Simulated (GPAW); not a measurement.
## Ballistic transport through CN in line between two Na chains, from relaxation to T(E)

How well does CN in line between two Na chains conduct once its atoms have relaxed, and how much do cheaper levels lose?

Method: GPAW LCAO, PAW setups; relaxation of the junction within the symmetry of its start, lead ends held, in the first sound run; inputs show where later runs differ, in GPAW 26.7.0.

### Step 1. Starting point

The cell holds 16 atoms: 14 Na, 1 C and 1 N. Cell: a = 9.000 Å, b = 9.000 Å, c = 48.344 Å, α = 90.0°, β = 90.0°, γ = 90.0°. Regions: left lead, 7 atoms (7 Na); channel, 2 atoms (1 C and 1 N); right lead, 7 atoms (7 Na). Vacuum lies along a and b. The structure is stacked along c, and the current runs across the ab planes.

### Step 2. Relaxing the atoms

Transmission follows bond lengths closely, so the atoms between the held lead ends are relaxed first, within whatever symmetry the start has.

Input file run.py:

```python
import json
from ase import Atoms
from ase.constraints import FixAtoms
from ase.optimize import BFGS
from gpaw import GPAW, FermiDirac

device = Atoms(
    ['Na', 'Na', 'Na', 'Na', 'Na', 'Na', 'Na', 'C', 'N', 'Na', 'Na', 'Na', 'Na', 'Na', 'Na', 'Na'],
    positions=[
        [4.50000, 4.50000, 1.65000],
        [4.50000, 4.50000, 4.95000],
        [4.50000, 4.50000, 8.25000],
        [4.50000, 4.50000, 11.55000],
        [4.50000, 4.50000, 14.85000],
        [4.50000, 4.50000, 18.15000],
        [4.50000, 4.50000, 21.45000],
        [4.50000, 4.50000, 23.59420],
        [4.50000, 4.50000, 24.77420],
        [4.50000, 4.50000, 26.89430],
        [4.50000, 4.50000, 30.19430],
        [4.50000, 4.50000, 33.49430],
        [4.50000, 4.50000, 36.79430],
        [4.50000, 4.50000, 40.09430],
        [4.50000, 4.50000, 43.39430],
        [4.50000, 4.50000, 46.69430]],
    cell=[[9.0, 0.0, 0.0], [0.0, 9.0, 0.0], [0.0, 0.0, 48.3443]],
    pbc=True)

device.set_constraint(FixAtoms([0, 1, 2, 3, 4, 5, 10, 11, 12, 13, 14, 15]))
device.calc = GPAW(mode='lcao', basis='dzp', xc='PBE', h=0.18,
                   kpts={'size': (1, 1, 2), 'gamma': True},
                   symmetry={'tolerance': 1e-3, 'extra_ids': [1, 1, 1, 1, 1, 1, 0, 0, 0, 0, 1, 1, 1, 1, 1, 1]},
                   occupations=FermiDirac(0.1), maxiter=250,
                   mixer=dict(beta=0.1, nmaxold=8, weight=100.0),
                   convergence=dict(density=0.0001), txt='relax.txt')
path = []
opt = BFGS(device, maxstep=0.15)
opt.attach(lambda: path.append((device.get_potential_energy(), device.positions.tolist(), device.get_forces().tolist())))
relaxed = bool(opt.run(fmax=0.05, steps=50))
json.dump(dict(relaxed=relaxed, path=path, positions=device.positions.tolist(), moments=device.get_magnetic_moments().tolist(),
               forces=device.get_forces(apply_constraint=False).tolist()), open('result.json', 'w'))
```

Run with:

```sh
OMP_NUM_THREADS=1 OPENBLAS_NUM_THREADS=1 python run.py
```

The log of the run:

```text
Step          Energy          fmax
BFGS:    0      -26.678399        1.325245
BFGS:    1      -26.710842        1.111390
BFGS:    2      -26.788303        2.520251
BFGS:    3      -26.812885        1.463857
BFGS:    4      -26.822796        0.148492
BFGS:    5      -26.823212        0.106650
BFGS:    6      -26.824222        0.067902
BFGS:    7      -26.824567        0.068454
BFGS:    8      -26.824651        0.017650
```

Elapsed: 13 min, on 1 thread of Arm Neoverse V1, shared host; peak memory 2.3 GiB.

Relaxation path:

```tsv
step	energy less that of the first step (eV)	largest force (eV/Å)
1	0.0000	1.3252
2	-0.0326	1.1114
3	-0.1111	2.5203
4	-0.1361	1.4639
5	-0.1459	0.1485
6	-0.1463	0.1067
7	-0.1473	0.0679
8	-0.1476	0.0685
9	-0.1477	0.0177
```

The atoms that moved most (Å):

```tsv
atom	dx	dy	dz	length
Na7	0.000	0.000	-0.163	0.163
Na10	0.000	0.000	0.124	0.124
N9	0.000	0.000	0.024	0.024
C8	0.000	0.000	0.015	0.015
```

The relaxation lowered the energy of the cell by 0.148 eV (energies extrapolated to zero smearing; the optimiser's log prints free energies). The largest force left on a free atom is 0.018 eV/Å.

### Step 3. GPAW, dzp

Localised orbitals split the wire into layers that couple to their neighbours alone, which is what the Green's function method needs; double zeta with polarisation is the usual level for numbers.

This step: GPAW LCAO, PAW setups; Landauer transmission from Green's functions with principal layers (ASE), zero bias (GPAW 26.7.0).

Input file run.py:

```python
import json
import numpy as np
from ase import Atoms
from ase.transport.calculators import TransportCalculator
from gpaw import GPAW, FermiDirac
from gpaw.lcao.tools import get_lcao_hamiltonian
from scipy.linalg import eigh

# The junction with lead layers at both ends, along the third cell vector
device = Atoms(
    ['Na', 'Na', 'Na', 'Na', 'Na', 'Na', 'Na', 'C', 'N', 'Na', 'Na', 'Na', 'Na', 'Na', 'Na', 'Na'],
    positions=[
        [4.50000, 4.50000, 1.65000],
        [4.50000, 4.50000, 4.95000],
        [4.50000, 4.50000, 8.25000],
        [4.50000, 4.50000, 11.55000],
        [4.50000, 4.50000, 14.85000],
        [4.50000, 4.50000, 18.15000],
        [4.50000, 4.50000, 21.28664],
        [4.50000, 4.50000, 23.60890],
        [4.50000, 4.50000, 24.79776],
        [4.50000, 4.50000, 27.01866],
        [4.50000, 4.50000, 30.19430],
        [4.50000, 4.50000, 33.49430],
        [4.50000, 4.50000, 36.79430],
        [4.50000, 4.50000, 40.09430],
        [4.50000, 4.50000, 43.39430],
        [4.50000, 4.50000, 46.69430]],
    cell=[[9.0, 0.0, 0.0], [0.0, 9.0, 0.0], [0.0, 0.0, 48.3443]],
    pbc=True)

# One principal layer of the lead: the first 4 atoms of the device
lead = Atoms(
    ['Na', 'Na', 'Na', 'Na'],
    positions=[
        [4.50000, 4.50000, 1.65000],
        [4.50000, 4.50000, 4.95000],
        [4.50000, 4.50000, 8.25000],
        [4.50000, 4.50000, 11.55000]],
    cell=[[9.0, 0.0, 0.0], [0.0, 9.0, 0.0], [0.0, 0.0, 13.2]],
    pbc=True)

settings = dict(mode='lcao', basis='dzp', xc='PBE', h=0.18,
                occupations=FermiDirac(0.1), maxiter=250,
                mixer=dict(beta=0.1, nmaxold=8, weight=100.0),
                convergence=dict(density=0.0001))
energies = np.arange(-2, 2 + 1e-9, 0.025)
eta = 0.0001
n1, n2 = 1, 1
# k and -k transmit alike, so half of the mesh across the current serves
mesh = [(i, j) for i in range(n1) for j in range(n2) if (i, j) <= (-i % n1, -j % n2)]
weights = np.array([1 if (i, j) == (-i % n1, -j % n2) else 2 for i, j in mesh]) / (n1 * n2)

# [... helper functions left out ...]
fermi_lead = ground_state(lead, (1, 1, 9), 'lead.txt')
fermi_device = ground_state(device, (1, 1, 2), 'device.txt')
# [... loop over the mesh left out, but for ...]
        # Shift the lead onto the potential of the device's first layer
        shift = ((H[:, 0, 0] - H0[:, 0, 0]) / S0[0, 0]).real.mean()
# [...]
kT = 8.617333e-5 * 300
bias = [0.1, 0.2, 0.5, 1.0, 1.5, 2.0]
# [... integrals and printing left out ...]
```

The log of the run:

```text
basis functions: device 264, principal layer 68
Fermi level: lead -2.4843 eV, device -2.4759 eV; lead shifted by -0.0002 eV
largest coupling past the next layer 4.16e-12 eV, largest misfit of the first layer 0.080 eV
  E-E_F (eV)   T (one spin)  channels
    -2.000    3.0469e-11    0.0000
    -1.975    3.0385e-11    0.0000
    -1.950    3.0299e-11    0.0000
    -1.925    3.0212e-11    0.0000
    -1.900    3.0124e-11    0.0000
    -1.875    3.0034e-11    0.0000
    -1.850    2.9942e-11    0.0000
    -1.825    2.9849e-11    0.0000
    -1.800    2.9755e-11    0.0000
    -1.775    2.9658e-11    0.0000
    -1.750    2.9560e-11    0.0000
    -1.725    2.9460e-11    0.0000
    -1.700    2.9357e-11    0.0000
    -1.675    2.9252e-11    0.0000
    -1.650    2.9145e-11    0.0000
    -1.625    2.9035e-11    0.0000
[...]
1.825    1.8456e-02    3.0000
     1.850    2.7046e-02    3.0000
     1.875    3.6402e-02    3.0000
     1.900    4.6491e-02    3.0000
     1.925    5.7144e-02    3.0000
     1.950    6.8150e-02    3.0000
     1.975    7.9319e-02    3.0000
     2.000    9.0526e-02    3.0000
conductance at 300 K: 0.0057396 G0 a cell; thermopower 7.789 uV/K
current from the zero-bias T(E) at 0.1 V: 0.044391 uA
current from the zero-bias T(E) at 0.2 V: 0.088312 uA
current from the zero-bias T(E) at 0.5 V: 0.21335 uA
current from the zero-bias T(E) at 1.0 V: 0.39328 uA
current from the zero-bias T(E) at 1.5 V: 0.5715 uA
current from the zero-bias T(E) at 2.0 V: 0.76298 uA
```

Run time: 2.9 min. Hardware: 1 thread; peak memory 2.5 GiB.

This step gave:

```yaml
conductance: 0.005740 G₀
thermopower: 7.789 μV/K
largest_coupling_past_the_next_principal_layer: 4.16e-12 eV
largest_misfit_of_the_first_principal_layer: 0.08030 eV
shift_that_aligns_the_lead: -2.23e-4 eV
basis_functions_of_the_junction: 264
basis_functions_of_a_principal_layer: 68
transmission_at_the_fermi_level_one_spin: 0.005769
open_channels_of_the_lead_at_the_fermi_level_one_spin: 1
```

One spin. Transmission, zone mean against energy, zero at the Fermi level:

```tsv
energy (eV)	transmission, zone mean
-2.000	3.0e-11
-1.900	3.0e-11
-1.800	3.0e-11
-1.700	2.9e-11
-1.600	2.9e-11
-1.500	2.8e-11
-1.400	2.8e-11
-1.300	2.7e-11
-1.200	2.6e-11
-1.100	2.4e-11
-1.000	1.8e-11
-0.900	8.2e-11
-0.825	0.0897
-0.800	0.0214
-0.700	0.00601
-0.600	0.00548
-0.500	0.00554
-0.400	0.00571
-0.300	0.00602
-0.200	0.00630
-0.100	0.00625
0.000	0.00577
0.100	0.00504
0.200	0.00432
0.300	0.00374
0.400	0.00333
0.500	0.00305
0.600	0.00285
0.700	0.00268
0.800	0.00252
0.900	0.00235
1.000	0.00216
1.100	0.00196
1.200	0.00175
1.300	0.00152
1.400	0.00128
1.500	0.00103
1.600	7.8e-4
1.700	5.3e-4
1.800	0.0104
1.900	0.0465
2.000	0.0905
```

Crossings of the lead's bands, unfolded to its shortest repeat. Table of open channels, zone mean by energy, zero at the Fermi level:

```tsv
energy (eV)	open channels, zone mean
-0.900	0
-0.800	1
-0.700	1
-0.600	1
-0.500	1
-0.400	1
-0.300	1
-0.200	1
-0.100	1
0.000	1
0.100	1
0.200	1
0.300	1
0.400	1
0.500	1
0.600	1
0.700	1
0.800	1
0.900	1
1.000	1
1.100	1
1.200	1
1.300	1
1.400	1
1.500	1
1.600	1
1.700	1
1.800	3
1.900	3
2.000	3
```

Not self-consistent under bias; the bias window is split evenly. Table of current through one cell, from the zero-bias transmission by bias:

```tsv
bias (V)	current through one cell, from the zero-bias transmission (μA)
0.100	0.0444
0.200	0.0883
0.500	0.213
1.000	0.393
1.500	0.571
2.000	0.763
```

The transmission of the three most open eigenchannels by energy, zero at the Fermi level:

```tsv
energy (eV)	channel 1	channel 2	channel 3
-0.900	7.7e-11	5.4e-12	0
-0.800	0.0214	1.7e-10	3.8e-12
-0.700	0.00601	4.9e-12	0
-0.600	0.00548	1.1e-11	2.0e-12
-0.500	0.00554	1.5e-11	2.3e-12
-0.400	0.00571	1.7e-11	2.3e-12
-0.300	0.00602	1.8e-11	2.3e-12
-0.200	0.00630	1.8e-11	2.2e-12
-0.100	0.00625	1.8e-11	2.1e-12
0.000	0.00577	1.8e-11	2.1e-12
0.100	0.00504	1.8e-11	2.0e-12
0.200	0.00432	1.7e-11	1.8e-12
0.300	0.00374	1.7e-11	1.7e-12
0.400	0.00333	1.6e-11	1.6e-12
0.500	0.00305	1.5e-11	1.5e-12
0.600	0.00285	1.5e-11	1.3e-12
0.700	0.00268	1.4e-11	1.2e-12
0.800	0.00252	1.4e-11	0
0.900	0.00235	1.3e-11	0
1.000	0.00216	1.2e-11	0
1.100	0.00196	1.2e-11	0
1.200	0.00175	1.1e-11	0
1.300	0.00152	1.0e-11	0
1.400	0.00128	9.5e-12	0
1.500	0.00103	8.6e-12	0
1.600	7.8e-4	7.7e-12	0
1.700	5.3e-4	6.9e-12	0
1.800	0.00503	0.00503	3.0e-4
1.900	0.0232	0.0232	1.3e-4
2.000	0.0452	0.0452	2.7e-5
```

Couplings past the next layer reach 4.2e-12 eV, small enough to drop; the matrix elements of the cell's first layer differ from the bulk lead's by up to 0.080 eV. That layer keeps its own values in the calculation, and only beyond it is the lead taken as perfect. The Fermi levels of lead and junction count from different zeros of potential, one for each periodic cell; with both set to zero, the small remaining shift is what aligns them. By hand: G = 0.005740 × 77.48 μS = 0.445 μS, a resistance of 2249 kΩ; at 0.1 V a linear junction would pass 0.0445 μA, and the integral over the bias window gives 0.0444 μA. Mott's formula, S = -(π²/3)(k_B²T/e) d ln T/dE, has the prefactor 7.33 μV/K·eV at 300 K; T = 0.005923 at -0.025 eV and 0.005599 at 0.025 eV give a slope of -1.13 per eV and S = 8.25 μV/K, beside 7.79 μV/K from the thermal integral, which interpolates the same grid.

### Step 4. GPAW, szp: basis = "szp(dzp)"

The second zeta is dropped, the polarisation orbitals stay.

Changes to run.py since step 3:

```diff
@@ -42,3 +42,3 @@
 
-settings = dict(mode='lcao', basis='dzp', xc='PBE', h=0.18,
+settings = dict(mode='lcao', basis='szp(dzp)', xc='PBE', h=0.18,
                 occupations=FermiDirac(0.1), maxiter=250,
```

The log of the run:

```text
basis functions: device 158, principal layer 40
Fermi level: lead -2.5059 eV, device -2.5036 eV; lead shifted by -0.0009 eV
largest coupling past the next layer 4.06e-12 eV, largest misfit of the first layer 0.079 eV
  E-E_F (eV)   T (one spin)  channels
    -2.000    6.8868e-11    0.0000
    -1.975    6.8745e-11    0.0000
    -1.950    6.8621e-11    0.0000
    -1.925    6.8496e-11    0.0000
    -1.900    6.8371e-11    0.0000
    -1.875    6.8244e-11    0.0000
    -1.850    6.8117e-11    0.0000
    -1.825    6.7989e-11    0.0000
    -1.800    6.7861e-11    0.0000
    -1.775    6.7732e-11    0.0000
    -1.750    6.7602e-11    0.0000
    -1.725    6.7472e-11    0.0000
    -1.700    6.7343e-11    0.0000
    -1.675    6.7213e-11    0.0000
    -1.650    6.7083e-11    0.0000
    -1.625    6.6954e-11    0.0000
[...]
1.825    3.7752e-02    3.0000
     1.850    5.4115e-02    3.0000
     1.875    7.0243e-02    3.0000
     1.900    8.6530e-02    3.0000
     1.925    1.0332e-01    3.0000
     1.950    1.2070e-01    3.0000
     1.975    1.3860e-01    3.0000
     2.000    1.5683e-01    3.0000
conductance at 300 K: 0.008697 G0 a cell; thermopower 3.646 uV/K
current from the zero-bias T(E) at 0.1 V: 0.067263 uA
current from the zero-bias T(E) at 0.2 V: 0.13381 uA
current from the zero-bias T(E) at 0.5 V: 0.32311 uA
current from the zero-bias T(E) at 1.0 V: 0.59192 uA
current from the zero-bias T(E) at 1.5 V: 0.81024 uA
current from the zero-bias T(E) at 2.0 V: 0.97244 uA
```

The job ended after 2.2 min (1 thread; peak memory 2.4 GiB).

Numbers from this step:

- conductance: 0.008697 G₀
- thermopower: 3.646 μV/K
- largest coupling past the next principal layer: 4.06e-12 eV
- largest misfit of the first principal layer: 0.07917 eV
- shift that aligns the lead: -8.79e-4 eV
- basis functions of the junction: 158
- basis functions of a principal layer: 40
- transmission at the Fermi level (one spin): 0.008741

One spin. The transmission, zone mean by energy, zero at the Fermi level:

energy (eV), transmission, zone mean and a bar:
```
   -2.000      0.000 
   -1.900      0.000 
   -1.800      0.000 
   -1.700      0.000 
   -1.600      0.000 
   -1.500      0.000 
   -1.400      0.000 
   -1.300      0.000 
   -1.200      0.000 
   -1.100      0.000 
   -1.000      0.000 
   -0.900      0.000 
   -0.800      0.002 
   -0.700      0.003 #
   -0.600      0.005 #
   -0.500      0.006 #
   -0.400      0.007 #
   -0.300      0.008 #
   -0.200      0.009 ##
   -0.100      0.009 ##
    0.000      0.009 ##
    0.100      0.008 ##
    0.200      0.007 #
    0.300      0.007 #
    0.400      0.007 #
    0.500      0.007 #
    0.600      0.007 #
    0.700      0.007 #
    0.800      0.008 #
    0.900      0.008 #
    1.000      0.008 ##
    1.100      0.008 ##
    1.200      0.008 ##
    1.300      0.008 ##
    1.400      0.008 #
    1.500      0.007 #
    1.600      0.007 #
    1.700      0.006 #
    1.800      0.021 ####
    1.900      0.087 #################
    2.000      0.157 ##############################
```

Crossings of the lead's bands, unfolded to its shortest repeat. The open channels, zone mean by energy, zero at the Fermi level:

(Unchanged from step 3.)

Not self-consistent under bias; the bias window is split evenly. Current through one cell, from the zero-bias transmission against bias:

```tsv
bias (V)	current through one cell, from the zero-bias transmission (μA)
0.100	0.0673
0.200	0.134
0.500	0.323
1.000	0.592
1.500	0.810
2.000	0.972
```

Table of transmission of the three most open eigenchannels by energy, zero at the Fermi level:

```tsv
energy (eV)	channel 1	channel 2	channel 3
-1.000	6.8e-11	0	0
-0.800	0.00188	9.5e-12	0
-0.600	0.00460	3.8e-11	0
-0.400	0.00670	3.8e-11	0
-0.200	0.00859	3.6e-11	0
0.000	0.00874	3.2e-11	0
0.200	0.00748	2.8e-11	0
0.400	0.00681	2.4e-11	0
0.600	0.00699	2.1e-11	0
0.800	0.00751	1.8e-11	0
1.000	0.00793	1.6e-11	0
1.200	0.00805	1.4e-11	0
1.400	0.00780	1.2e-11	0
1.600	0.00702	1.1e-11	0
1.800	0.00795	0.00795	0.00558
2.000	0.0767	0.0767	0.00335
```

The conductance, 0.00870 G₀, lies 52 % above that of the dzp run.

### Step 5. GPAW, sz: basis = "sz(dzp)"

One function for each valence shell of the setup, as for a first survey of a large system.

Changes to run.py since step 4:

```diff
@@ -42,3 +42,3 @@
 
-settings = dict(mode='lcao', basis='szp(dzp)', xc='PBE', h=0.18,
+settings = dict(mode='lcao', basis='sz(dzp)', xc='PBE', h=0.18,
                 occupations=FermiDirac(0.1), maxiter=250,
```

The log of the run:

```text
basis functions: device 106, principal layer 28
Fermi level: lead -2.4843 eV, device -2.4756 eV; lead shifted by -0.0007 eV
largest coupling past the next layer 4.26e-12 eV, largest misfit of the first layer 0.088 eV
  E-E_F (eV)   T (one spin)  channels
    -2.000    6.4749e-14    0.0000
    -1.975    6.4409e-14    0.0000
    -1.950    6.4069e-14    0.0000
[...]
1.975    3.2070e-01    3.0000
     2.000    3.6156e-01    3.0000
conductance at 300 K: 0.01264 G0 a cell; thermopower 3.144 uV/K
current from the zero-bias T(E) at 0.1 V: 0.097746 uA
current from the zero-bias T(E) at 0.2 V: 0.19439 uA
current from the zero-bias T(E) at 0.5 V: 0.46862 uA
current from the zero-bias T(E) at 1.0 V: 0.86027 uA
current from the zero-bias T(E) at 1.5 V: 1.2009 uA
current from the zero-bias T(E) at 2.0 V: 1.4567 uA
```

Run time: 1.8 min. Hardware: 1 thread; peak memory 2.3 GiB.

Numbers from this step:

- conductance: 0.01264 G₀
- thermopower: 3.144 μV/K
- largest coupling past the next principal layer: 4.26e-12 eV
- largest misfit of the first principal layer: 0.08843 eV
- shift that aligns the lead: -7.12e-4 eV
- basis functions of the junction: 106
- basis functions of a principal layer: 28
- transmission at the Fermi level (one spin): 0.01271

The conductance, 0.0126 G₀, lies 120 % above that of the dzp run.

### Step 6. LDA in the dzp basis: xc = "LDA"

Back in the dzp basis, the functional changes from PBE to LDA, to set the spread between functionals beside that between bases.

Changes to run.py since step 5:

```diff
@@ -42,3 +42,3 @@
 
-settings = dict(mode='lcao', basis='sz(dzp)', xc='PBE', h=0.18,
+settings = dict(mode='lcao', basis='dzp', xc='LDA', h=0.18,
                 occupations=FermiDirac(0.1), maxiter=250,
```

The log of the run:

```text
basis functions: device 264, principal layer 68
Fermi level: lead -2.6221 eV, device -2.6101 eV; lead shifted by -0.0005 eV
largest coupling past the next layer 2.46e-11 eV, largest misfit of the first layer 0.076 eV
  E-E_F (eV)   T (one spin)  channels
    -2.000    2.9846e-11    0.0000
    -1.975    2.9764e-11    0.0000
    -1.950    2.9681e-11    0.0000
[...]
1.975    1.2768e-01    3.0000
     2.000    1.5008e-01    3.0000
conductance at 300 K: 0.0060135 G0 a cell; thermopower 6.453 uV/K
current from the zero-bias T(E) at 0.1 V: 0.046497 uA
current from the zero-bias T(E) at 0.2 V: 0.092434 uA
current from the zero-bias T(E) at 0.5 V: 0.22245 uA
current from the zero-bias T(E) at 1.0 V: 0.40759 uA
current from the zero-bias T(E) at 1.5 V: 0.58753 uA
current from the zero-bias T(E) at 2.0 V: 0.77009 uA
```

Wall time 2.6 min (1 thread); peak memory 2.5 GiB.

Numbers from this step:

- conductance: 0.006013 G₀
- thermopower: 6.453 μV/K
- largest coupling past the next principal layer: 2.46e-11 eV
- largest misfit of the first principal layer: 0.07631 eV
- shift that aligns the lead: -5.33e-4 eV
- basis functions of the junction: 264
- basis functions of a principal layer: 68
- transmission at the Fermi level (one spin): 0.006048

The conductance, 0.00601 G₀, lies 4.8 % above that of the dzp run.

(Part 1 of 2 ends here.)

[Logs are printed without paths, hosts, clocks, repeated set-up lines and the standing remarks that a program may print on its own settings, such as how far it seeks lower states.]

[Hosts, paths, dates, database ids (printed as entryN), source tags and the programs' standing remarks are cut or masked in the printed files.]
